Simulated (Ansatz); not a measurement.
# Ir(111) with 4 thermally displaced layers, 2x2: scattering by thermal displacements, part 2 of 2

Aim: the resistivity of Ir at 273 K from frozen thermal displacements between perfect leads.

Ansatz 0.2.0; Ansatz plane-wave DFT, PBE, PAW files; ballistic transport by layer matching (Landauer), zero bias; PAW set soft_1.

So far, open channels per spin nearest the Fermi level: step 2 (with 4 displaced layers) 5.78.

## 3. With 8 displaced layers

Each atom of 8 layers is moved at random, by amounts drawn from a normal law 0.0353 Å wide in each direction from the Debye model (420 K) at 273 K. A fresh draw is used; the growth of the resistance with length is what counts.

System of this step: Ir(111) with 8 thermally displaced layers, 2x2. The cell holds 56 atoms: 56 Ir. Its edges and angles: a = 5.430 Å, b = 5.430 Å, c = 31.073 Å, α = 87.5°, β = 92.5°, γ = 120.0°. It derives from Ir. Regions: lead, 24 atoms (24 Ir); scattering region, 32 atoms (32 Ir). The structure is stacked along c, and the current runs across the ab planes.

The input, input.yaml:

```yaml
crystal:
  lattice:
    - [5.4297315514, 0.0, 0.0]
    - [-2.7148657757, 4.7022854592, 0.0]
    - [-1.3574328878, 0.7837142432, 31.0335007294]
  atoms:
    - { symbol: Ir, position: [0.005952381, 0.994047619, 0.0357142857] }
    - { symbol: Ir, position: [0.005952381, 0.494047619, 0.0357142857] }
    - { symbol: Ir, position: [0.505952381, 0.994047619, 0.0357142857] }
    - { symbol: Ir, position: [0.505952381, 0.494047619, 0.0357142857] }
    - { symbol: Ir, position: [0.1845238095, 0.3154761905, 0.1071428571] }
    - { symbol: Ir, position: [0.1845238095, 0.8154761905, 0.1071428571] }
    - { symbol: Ir, position: [0.6845238095, 0.3154761905, 0.1071428571] }
    - { symbol: Ir, position: [0.6845238095, 0.8154761905, 0.1071428571] }
    - { symbol: Ir, position: [0.3630952381, 0.1369047619, 0.1785714286] }
    - { symbol: Ir, position: [0.3630952381, 0.6369047619, 0.1785714286] }
    - { symbol: Ir, position: [0.8630952381, 0.1369047619, 0.1785714286] }
    - { symbol: Ir, position: [0.8630952381, 0.6369047619, 0.1785714286] }
    - { symbol: Ir, position: [0.0414042167, 0.9625466539, 0.2495674789] }
    - { symbol: Ir, position: [0.0480963321, 0.4657925219, 0.2493808627] }
    - { symbol: Ir, position: [0.5559690393, 0.9703078688, 0.2512278279] }
    - { symbol: Ir, position: [0.5537921454, 0.4661423168, 0.2525654013] }
    - { symbol: Ir, position: [0.2215690524, 0.2796631779, 0.3221148369] }
    - { symbol: Ir, position: [0.2083324378, 0.7682653712, 0.3204249497] }
    - { symbol: Ir, position: [0.7241459546, 0.2836057328, 0.3196803752] }
    - { symbol: Ir, position: [0.7067661876, 0.7774234536, 0.3212145851] }
    - { symbol: Ir, position: [0.4012434353, 0.105999124, 0.3942554122] }
    - { symbol: Ir, position: [0.4024039885, 0.6059992218, 0.3916109317] }
    - { symbol: Ir, position: [0.8921724394, 0.1028384904, 0.3936134516] }
    - { symbol: Ir, position: [0.9059070355, 0.605493041, 0.3937494407] }
    - { symbol: Ir, position: [0.0759293269, 0.9095999925, 0.4634503197] }
    - { symbol: Ir, position: [0.0822947358, 0.4273866054, 0.4625651303] }
    - { symbol: Ir, position: [0.583318192, 0.919367655, 0.4640212422] }
    - { symbol: Ir, position: [0.5817047036, 0.4285203275, 0.4626549951] }
    - { symbol: Ir, position: [0.2625343597, 0.244774248, 0.5348371903] }
    - { symbol: Ir, position: [0.2458318781, 0.7277555712, 0.5349773717] }
    - { symbol: Ir, position: [0.7544108732, 0.2387851094, 0.5353410455] }
    - { symbol: Ir, position: [0.7553731282, 0.7442173815, 0.5368756507] }
    - { symbol: Ir, position: [0.433487918, 0.0634217714, 0.6077557723] }
    - { symbol: Ir, position: [0.4468394834, 0.5628050138, 0.60772644] }
    - { symbol: Ir, position: [0.9294428803, 0.0754553197, 0.6078931583] }
    - { symbol: Ir, position: [0.9427722005, 0.565230436, 0.6059562552] }
    - { symbol: Ir, position: [0.1215229723, 0.8927279614, 0.6775848399] }
    - { symbol: Ir, position: [0.1051698497, 0.390310088, 0.6783764046] }
    - { symbol: Ir, position: [0.6276769426, 0.8823922303, 0.6779699866] }
    - { symbol: Ir, position: [0.605954272, 0.3745693883, 0.6775597517] }
    - { symbol: Ir, position: [0.3017521708, 0.2074621149, 0.7493077251] }
    - { symbol: Ir, position: [0.2856992795, 0.7125677105, 0.7507490656] }
    - { symbol: Ir, position: [0.7919310914, 0.205352626, 0.7503476665] }
    - { symbol: Ir, position: [0.791709771, 0.7031021087, 0.7507081415] }
    - { symbol: Ir, position: [0.4702380952, 0.0297619048, 0.8214285714] }
    - { symbol: Ir, position: [0.4702380952, 0.5297619048, 0.8214285714] }
    - { symbol: Ir, position: [0.9702380952, 0.0297619048, 0.8214285714] }
    - { symbol: Ir, position: [0.9702380952, 0.5297619048, 0.8214285714] }
    - { symbol: Ir, position: [0.1488095238, 0.8511904762, 0.8928571429] }
    - { symbol: Ir, position: [0.1488095238, 0.3511904762, 0.8928571429] }
    - { symbol: Ir, position: [0.6488095238, 0.8511904762, 0.8928571429] }
    - { symbol: Ir, position: [0.6488095238, 0.3511904762, 0.8928571429] }
    - { symbol: Ir, position: [0.3273809524, 0.1726190476, 0.9642857143] }
    - { symbol: Ir, position: [0.3273809524, 0.6726190476, 0.9642857143] }
    - { symbol: Ir, position: [0.8273809524, 0.1726190476, 0.9642857143] }
    - { symbol: Ir, position: [0.8273809524, 0.6726190476, 0.9642857143] }
kpoints:
  mp_grid: { grid: [5, 5, 1] }
hamiltonian:
  xc: pbe
  pseudopotentials: { kind: paw, azcp: { folder: soft_1 } }
scf:
  occupations: { method: fermi_dirac, width: 0.1 }
output:
  transmission:
    leads: [[0, 4]]
    kmesh: [10, 10]
    e_range: [-0.05, 0.05]
    de: 0.05
  write_potential: true
  write_density: true
  volumetric_format: npy
```

Command:

```
ansatz run input.yaml --threads 4 --pin off --max-ram 15360MiB --backend cpu --events-out ev --progress --plain --runs-dir out
```

Numbers of over 12 decimals in the logs are rounded to 6 here.

What it wrote:

```text
[...]
Crystal: 56 atoms, lattice volume = 792.352 Å³
Basis set: ecut = 420 eV, 15385 PW (Γ)
Bands: 572, of which v1, the nominal top of the filled ones, is band 476 counted from 1 (475 counted from 0)
Symmetry: 1 space group operations
[...]
k-points: 13 of 25 (time reversal used)
[...]
SCF iter   1: F=—  HF=-668466.662101 eV  |F-HF|=—  |Δ(HF+E_count)|=         —  Δρ=4.95e-2  dr2=1.38e1  ethr=3.10e-3  ⟨swp⟩=5.0  Hψ=23529  notcnv=0  defer=68
[...]
SCF iter   8: F=-668462.347090 eV  HF=-668462.347090 eV  |F-HF|=3.49e-8  |Δ(HF+E_count)|=   2.51e-8  Δρ=1.68e-6  dr2=4.49e-8  ethr=1.05e-11  ⟨swp⟩=7.0  Hψ=18204  notcnv=0
SCF 1 converged in 8 iterations: F = -668462.347090 eV  dr2 = 4.49e-8
[...]
transmission: 304 of 3016 steps passed
transmission: 604 of 3016 steps passed
[...]
transmission: 3016 of 3016 steps passed
SCF converged after 8 iterations
Free energy (F): -668462.347090 eV
[...]
Internal energy: -668460.625763 eV  (E = F + TS)
E sigma→0 (E₀):  -668461.486427 eV
Entropy (-TS):   -1.721327 eV (-30.738 meV/atom)
Fermi energy:    25.826269 eV
[...]
--- Band table (eV; the first three rows and the last of 13) ---
  k-point 0: bands = [... 472 lower, 26.6713, 26.6714, 26.6852, 26.6871, 26.6903, 26.6997, 26.7029, 26.7064, ... 92 higher]
  k-point 1: bands = [... 472 lower, 26.1194, 26.1215, 26.1416, 26.1655, 26.1791, 26.1905, 26.2097, 26.2204, ... 92 higher]
  k-point 2: bands = [... 472 lower, 25.1099, 25.1564, 25.1928, 25.3216, 25.3677, 25.3909, 25.4776, 25.4892, ... 92 higher]
  k-point 12: bands = [... 472 lower, 25.7438, 25.8042, 25.8090, 25.8343, 25.8676, 25.8724, 25.8876, 25.8973, ... 92 higher]
--- Transmission ---
  basis      : 223 plane waves across, 58 finite elements along
  points     : 52, standing for a mesh of 10 x 10
[...]
channels       : 5.780000e0 a spin
[...]
junction   : crystal 0 to crystal 0, 0.70 to 29.51 Å
    transmission   : 5.264215e0 a spin
[...]
```

The job ended after 13 min (4 threads of Arm Neoverse V1, shared host; peak memory 8.8 GiB).

This step gave:

```
free energy                                   : -668462.3471 eV
energy at zero smearing                       : -668461.4864 eV
Fermi energy                                  : 25.83 eV
transmission per spin nearest the Fermi level : 5.264
step of the lead's potential                  : 4.7 meV
```

Per spin. Table of transmission, zone mean by energy, zero at the Fermi level:

| energy (eV) | transmission, zone mean |
| --- | --- |
| -0.0500 | 5.39 |
| 0.0000 | 5.26 |
| 0.0500 | 5.54 |

Over the solved energies the transmission per spin lies between 5.26 and 5.54, out of 5.94 channels of the lead on average (up to 6.14).

## 4. With 12 displaced layers

Each atom of 12 layers is moved at random, by amounts drawn from a normal law 0.0353 Å wide in each direction from the Debye model (420 K) at 273 K. A fresh draw is used; the growth of the resistance with length is what counts.

System of this step: Ir(111) with 12 thermally displaced layers, 2x2. The cell holds 72 atoms: 72 Ir. Cell: a = 5.430 Å, b = 5.430 Å, c = 39.900 Å, α = 90.0°, β = 90.0°, γ = 120.0°. It derives from Ir. Regions: lead, 24 atoms (24 Ir); scattering region, 48 atoms (48 Ir). The structure is stacked along c, and the current runs across the ab planes.

The input, input.yaml:

```yaml
crystal:
  lattice:
    - [5.4297315514, 0.0, 0.0]
    - [-2.7148657757, 4.7022854592, 0.0]
    - [0.0, 0.0, 39.9002152235]
  atoms:
    - { symbol: Ir, position: [0.0, 0.0, 0.0277777778] }
    - { symbol: Ir, position: [0.0, 0.5, 0.0277777778] }
    - { symbol: Ir, position: [0.5, 0.0, 0.0277777778] }
    - { symbol: Ir, position: [0.5, 0.5, 0.0277777778] }
    - { symbol: Ir, position: [0.1666666667, 0.3333333333, 0.0833333333] }
    - { symbol: Ir, position: [0.1666666667, 0.8333333333, 0.0833333333] }
    - { symbol: Ir, position: [0.6666666667, 0.3333333333, 0.0833333333] }
    - { symbol: Ir, position: [0.6666666667, 0.8333333333, 0.0833333333] }
    - { symbol: Ir, position: [0.3333333333, 0.1666666667, 0.1388888889] }
    - { symbol: Ir, position: [0.3333333333, 0.6666666667, 0.1388888889] }
    - { symbol: Ir, position: [0.8333333333, 0.1666666667, 0.1388888889] }
    - { symbol: Ir, position: [0.8333333333, 0.6666666667, 0.1388888889] }
    - { symbol: Ir, position: [0.9814026298, 0.9903198765, 0.1941754717] }
    - { symbol: Ir, position: [0.9949227249, 0.4912567066, 0.19473537] }
    - { symbol: Ir, position: [0.5085587866, 0.0033872206, 0.1946431573] }
    - { symbol: Ir, position: [0.5069051087, 0.5030372539, 0.1934334119] }
    - { symbol: Ir, position: [0.1701979923, 0.3430307443, 0.2489933027] }
    - { symbol: Ir, position: [0.1656107263, 0.830411152, 0.2492052426] }
    - { symbol: Ir, position: [0.6604674672, 0.3340919663, 0.2502790908] }
    - { symbol: Ir, position: [0.6632467455, 0.8224740571, 0.2497444585] }
    - { symbol: Ir, position: [0.3391368282, 0.1737768551, 0.3061507387] }
    - { symbol: Ir, position: [0.3428613618, 0.6749057726, 0.3062847429] }
    - { symbol: Ir, position: [0.8282495565, 0.1671025323, 0.3049244137] }
    - { symbol: Ir, position: [0.8115338738, 0.6540437873, 0.3074042902] }
    - { symbol: Ir, position: [0.984314923, 0.9831626017, 0.3605935073] }
    - { symbol: Ir, position: [0.0097184731, 0.4996623836, 0.361472273] }
    - { symbol: Ir, position: [0.4979294713, 0.9993749797, 0.3622321197] }
    - { symbol: Ir, position: [0.5048529074, 0.4993522815, 0.3619002126] }
    - { symbol: Ir, position: [0.1728315778, 0.3316874746, 0.4169056074] }
    - { symbol: Ir, position: [0.1658100427, 0.828314667, 0.4176852179] }
    - { symbol: Ir, position: [0.6632542423, 0.3286813394, 0.4151835539] }
    - { symbol: Ir, position: [0.6641647649, 0.8447887198, 0.4156576878] }
    - { symbol: Ir, position: [0.3347483926, 0.1639095304, 0.4726747575] }
    - { symbol: Ir, position: [0.3343355872, 0.6608370444, 0.4719639159] }
    - { symbol: Ir, position: [0.8344096066, 0.1675268795, 0.4721969905] }
    - { symbol: Ir, position: [0.8336593059, 0.671393305, 0.473387884] }
    - { symbol: Ir, position: [0.0007361048, 0.9944418159, 0.5281282003] }
    - { symbol: Ir, position: [0.0021307268, 0.5034666667, 0.5294105007] }
    - { symbol: Ir, position: [0.4985653578, 0.9999136243, 0.5269930946] }
    - { symbol: Ir, position: [0.4959837523, 0.4957258836, 0.5291936607] }
    - { symbol: Ir, position: [0.1664961274, 0.3290384332, 0.585040952] }
    - { symbol: Ir, position: [0.161262933, 0.8398011009, 0.5842327297] }
    - { symbol: Ir, position: [0.6694187697, 0.3313721735, 0.5832188162] }
    - { symbol: Ir, position: [0.6673845658, 0.8392364712, 0.5812721903] }
    - { symbol: Ir, position: [0.3305789711, 0.1678077135, 0.6383745459] }
    - { symbol: Ir, position: [0.3206007745, 0.6648431091, 0.6382205511] }
    - { symbol: Ir, position: [0.8437849083, 0.1771606708, 0.6389502918] }
    - { symbol: Ir, position: [0.8200179959, 0.6651933392, 0.6380710176] }
    - { symbol: Ir, position: [0.0107866388, 0.0127022441, 0.6947253737] }
    - { symbol: Ir, position: [0.0189232168, 0.5113737733, 0.695060887] }
    - { symbol: Ir, position: [0.4951896767, 0.0015686741, 0.6932592354] }
    - { symbol: Ir, position: [0.5083816256, 0.5017927974, 0.6957709714] }
    - { symbol: Ir, position: [0.1626249258, 0.3197838483, 0.7506971085] }
    - { symbol: Ir, position: [0.1804478981, 0.8469198914, 0.7492691461] }
    - { symbol: Ir, position: [0.662417824, 0.3349246912, 0.7491959359] }
    - { symbol: Ir, position: [0.6550792119, 0.8261796777, 0.7524158251] }
    - { symbol: Ir, position: [0.3267397504, 0.1599753778, 0.8052619093] }
    - { symbol: Ir, position: [0.3393120845, 0.6771599645, 0.8064848961] }
    - { symbol: Ir, position: [0.8396881523, 0.1677718278, 0.8057848422] }
    - { symbol: Ir, position: [0.8245734315, 0.6561212453, 0.8074489225] }
    - { symbol: Ir, position: [0.0, 0.0, 0.8611111111] }
    - { symbol: Ir, position: [0.0, 0.5, 0.8611111111] }
    - { symbol: Ir, position: [0.5, 0.0, 0.8611111111] }
    - { symbol: Ir, position: [0.5, 0.5, 0.8611111111] }
    - { symbol: Ir, position: [0.1666666667, 0.3333333333, 0.9166666667] }
    - { symbol: Ir, position: [0.1666666667, 0.8333333333, 0.9166666667] }
    - { symbol: Ir, position: [0.6666666667, 0.3333333333, 0.9166666667] }
    - { symbol: Ir, position: [0.6666666667, 0.8333333333, 0.9166666667] }
    - { symbol: Ir, position: [0.3333333333, 0.1666666667, 0.9722222222] }
    - { symbol: Ir, position: [0.3333333333, 0.6666666667, 0.9722222222] }
    - { symbol: Ir, position: [0.8333333333, 0.1666666667, 0.9722222222] }
    - { symbol: Ir, position: [0.8333333333, 0.6666666667, 0.9722222222] }
kpoints:
  mp_grid: { grid: [5, 5, 1] }
hamiltonian:
  xc: pbe
  pseudopotentials: { kind: paw, azcp: { folder: soft_1 } }
scf:
  occupations: { method: fermi_dirac, width: 0.1 }
output:
  transmission:
    leads: [[0, 4]]
    kmesh: [10, 10]
    e_range: [-0.05, 0.05]
    de: 0.05
  write_potential: true
  write_density: true
  volumetric_format: npy
```

What it wrote:

```text
[...]
Crystal: 72 atoms, lattice volume = 1018.738 Å³
Basis set: ecut = 420 eV, 19879 PW (Γ)
Bands: 735, of which v1, the nominal top of the filled ones, is band 612 counted from 1 (611 counted from 0)
Symmetry: 1 space group operations
[...]
k-points: 13 of 25 (time reversal used)
[...]
SCF iter   1: F=—  HF=-859456.731431 eV  |F-HF|=—  |Δ(HF+E_count)|=         —  Δρ=4.94e-2  dr2=1.78e1  ethr=3.10e-3  ⟨swp⟩=5.0  Hψ=29684  notcnv=0  defer=210
[...]
SCF iter   8: F=-859451.181651 eV  HF=-859451.181651 eV  |F-HF|=5.89e-8  |Δ(HF+E_count)|=   2.95e-8  Δρ=1.76e-6  dr2=7.25e-8  ethr=8.17e-12  ⟨swp⟩=7.0  Hψ=27654  notcnv=0
SCF 1 converged in 8 iterations: F = -859451.181651 eV  dr2 = 7.25e-8
[...]
transmission: 388 of 3848 steps passed
transmission: 772 of 3848 steps passed
[...]
transmission: 3848 of 3848 steps passed
SCF converged after 8 iterations
Free energy (F): -859451.181651 eV
[...]
Internal energy: -859448.991961 eV  (E = F + TS)
E sigma→0 (E₀):  -859450.086806 eV
Entropy (-TS):   -2.189689 eV (-30.412 meV/atom)
Fermi energy:    25.832033 eV
[...]
--- Band table (eV; the first three rows and the last of 13) ---
  k-point 0: bands = [... 608 lower, 26.6783, 26.6802, 26.6832, 26.6854, 26.6922, 26.6979, 26.6994, 26.7007, ... 119 higher]
  k-point 1: bands = [... 608 lower, 26.1354, 26.1419, 26.1589, 26.1706, 26.1726, 26.1831, 26.1940, 26.2139, ... 119 higher]
  k-point 2: bands = [... 608 lower, 25.1766, 25.2114, 25.2355, 25.2533, 25.3380, 25.3596, 25.3849, 25.4087, ... 119 higher]
  k-point 12: bands = [... 608 lower, 25.8050, 25.8225, 25.8343, 25.8525, 25.8652, 25.8743, 25.8913, 25.8976, ... 119 higher]
--- Transmission ---
  basis      : 223 plane waves across, 74 finite elements along
  points     : 52, standing for a mesh of 10 x 10
[...]
channels       : 5.900000e0 a spin
[...]
junction   : crystal 0 to crystal 0, 0.70 to 38.38 Å
    transmission   : 4.883377e0 a spin
[...]
```

Elapsed: 24 min, on 4 threads; peak memory 7.6 GiB.

Numbers from this step:

```
free energy                                    : -859451.1817 eV
energy at zero smearing                        : -859450.0868 eV
transmission per spin nearest the Fermi level  : 4.883
open channels per spin nearest the Fermi level : 5.9
step of the lead's potential                   : 9.4 meV
```

Per spin. The transmission, zone mean by energy, zero at the Fermi level:

| energy (eV) | transmission, zone mean |
| --- | --- |
| -0.0500 | 5.01 |
| 0.0000 | 4.88 |
| 0.0500 | 5.09 |

Over the solved energies the transmission per spin lies between 4.88 and 5.09, out of 6.02 channels of the lead on average (up to 6.26).

## 5. Resistance against length

This step: Ansatz plane-wave DFT, PBE, PAW files; ballistic transport by layer matching (Landauer), zero bias; resistivity from the slope of the area resistance; PAW set soft_1 (Ansatz 0.2.0).

Numbers from this step:

```yaml
resistivity: 4.797 µΩ cm
intercept: -0.02014 fΩ m²
scatter_about_the_fit: 0.006546 fΩ m²
```

Resistance, by row:

| run | length (Å) | T | channels N | RA (fΩ m²) |
| --- | --- | --- | --- | --- |
| n4 | 8.867 | 5.664 | 5.94 | 0.02702 |
| n8 | 17.73 | 5.398 | 5.94 | 0.05567 |
| n12 | 26.6 | 4.997 | 6.02 | 0.1121 |

Area resistance against length of the displaced region:

| length of the displaced region (Å) | area resistance (fΩ m²) |
| --- | --- |
| 8.87 | 0.0270 |
| 17.73 | 0.0557 |
| 26.60 | 0.112 |

The area resistance goes from 0.027 to 0.11 fΩ m² between 8.9 and 26.6 Å, a slope of 4.8 µΩ cm.

By hand from the end points: (0.1121 − 0.02702) fΩ m² / (26.60 − 8.87) Å = 4.8 µΩ cm, since 1 fΩ m² per Å is 1000 µΩ cm.

## 6. What came out

```
resistivity from the slope  : 4.80 µΩ cm
area resistance over 8.87 Å : 0.0270 fΩ m²
area resistance over 17.7 Å : 0.0557 fΩ m²
area resistance over 26.6 Å : 0.112 fΩ m²
```

**Reading.** The slope gives 4.8 µΩ cm. The points scatter by 0.0065 fΩ m² about the line, with one random draw a length in a 2x2 cell, so the slope is a rough value. The mean square of the displacements drawn is 0.78, 0.91 and 1.0 of the nominal one at the three lengths; with each resistance scaled back by that, the slope is 4.2 µΩ cm, the value used below. The lead's own channel count moves between the runs (5.94, 5.94 and 6.02), which shifts RA and the slope too. Read with a model of isotropic scattering on a spherical Fermi surface and the lead's 1.8×10¹⁵ S/m², this slope means a mean free path near 112 Å; over these lengths the model's slope is 1.14 times its bulk resistivity, which would be 3.7 µΩ cm. Uncorrelated displacements put too much weight on short waves, which scatter strongly; with the sideways repeat of a small cell, one draw and three short lengths, the method is good to a factor of two or three. The measured value is 4.7 µΩ cm (CRC Handbook of Chemistry and Physics, 84th ed., 2003, Electrical Resistivity of Pure Metals); the scaled slope is 0.90 times that and the corrected value 0.79: fair for so small a cell. Spin-orbit coupling is left out, which matters for Ir.

[Logs are printed without paths, hosts, clocks, repeated set-up lines and the standing remarks that a program may print on its own settings, such as how far it seeks lower states.]

[Hosts, paths, dates, database ids (printed as entryN), source tags and the programs' standing remarks are cut or masked in the printed files.]
